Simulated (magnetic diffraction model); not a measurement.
# MgMn2Sn2S6: the ordered moment from one line

Space group P1 (no. 1), a = 6.3190 Å, b = 6.9390 Å, c = 7.2610 Å, α = 69.70°, β = 68.35°, γ = 65.58°.

```
site  atom       x       y       z
  1a    Sn  0.9447  0.4754  0.6628
  1a    Sn  0.0683  0.6152  0.0933
  1a    Mn  0.4846  0.0423  0.8924
  1a    Mn  0.2737  0.9056  0.4554
  1a     S  0.0852  0.2676  0.1835
  1a     S  0.7240  0.2749  0.8844
  1a     S  0.3200  0.2441  0.5602
  1a     S  0.7496  0.7124  0.4043
  1a     S  0.3497  0.7068  0.1237
  1a     S  0.9721  0.7143  0.7890
  1a    Mg  0.6463  0.3294  0.2225
```

The compound is invented for this exercise: a known structure type with other elements, its cell scaled to their sizes and not relaxed.

Only Mn is taken to order (form factors of Mn2+); orders and moment sizes are assumed, and not adapted to the symmetry. Radiation: neutrons of λ = 1.8 Å, 3° to 30°; isotropic B of 0.33 Å² (Sn), 0.49 Å² (Mn), 0.56 Å² (S) and 0.58 Å² (Mg). The intensities are simulated: I ∝ L Σ (|F_N|² + |F_M⊥|²) for unpolarised neutrons, with F_M = 2.695 fm/μB × Σ f(s) S exp(2πi Q·r) exp(−B s²) at Q = H ± k (one set where k and −k are equivalent), only the part normal to Q counting and L = 1/(sin²θ cos θ). For collinear order S is the moment m, which repeats by lattice and centring translations R with the sign exp(−2πi k·R). Form factors are spin-only for 3d ions and dipole or tabulated for f ions, scattering lengths are Sears's of 1992, and absorption is left out. A label names one of the reflections at its angle. The strongest nuclear line in the range is 100, and lines under 0.2 are left out.

In a first state the assumed order is k = (0 0 0), collinear moments along [110], 3.82 μB on Mn; signs + at (0.4846, 0.0423, 0.8924), − at (0.2737, 0.9056, 0.4554), with this pattern:

| 2θ (°) | index | nuclear | magnetic |
| --- | --- | --- | --- |
| 15.75 | (0 0 1) | 10.4 | 77.4 |
| 16.83 | (0 1 0) | 100.0 | 8.4 |
| 18.67 | (1 0 0) | 41.2 | 15.6 |
| 19.95 | (1 1 1) | 34.3 | 2.4 |
| 20.28 | (0 1 1) | 4.0 | 33.7 |
| 20.67 | (1 1 0) | 6.0 | 6.5 |
| 21.04 | (1 0 1) | 2.4 | 26.5 |
| 25.69 | (0 1 -1) | 3.9 | 14.3 |
| 27.58 | (1 0 -1) | 16.3 | 7.9 |
| 29.14 | (1 -1 0) | 4.1 | 1.0 |
| 29.63 | (1 1 2) | 13.3 | 4.2 |

**Question.** Nearer the ordering temperature the line at 15.75° has total intensity 29.7 on the same scale, and all moments have shrunk alike. How large is the Mn moment?

The nuclear part, 10.4, stays, so the magnetic part is 19.4 against 77.4. It goes as m², so m = 3.82 × √(19.4/77.4) = 1.91 μB; the value used was 1.91 μB.

[Logs are printed without paths, hosts, clocks, repeated set-up lines and the standing remarks that a program may print on its own settings, such as how far it seeks lower states.]
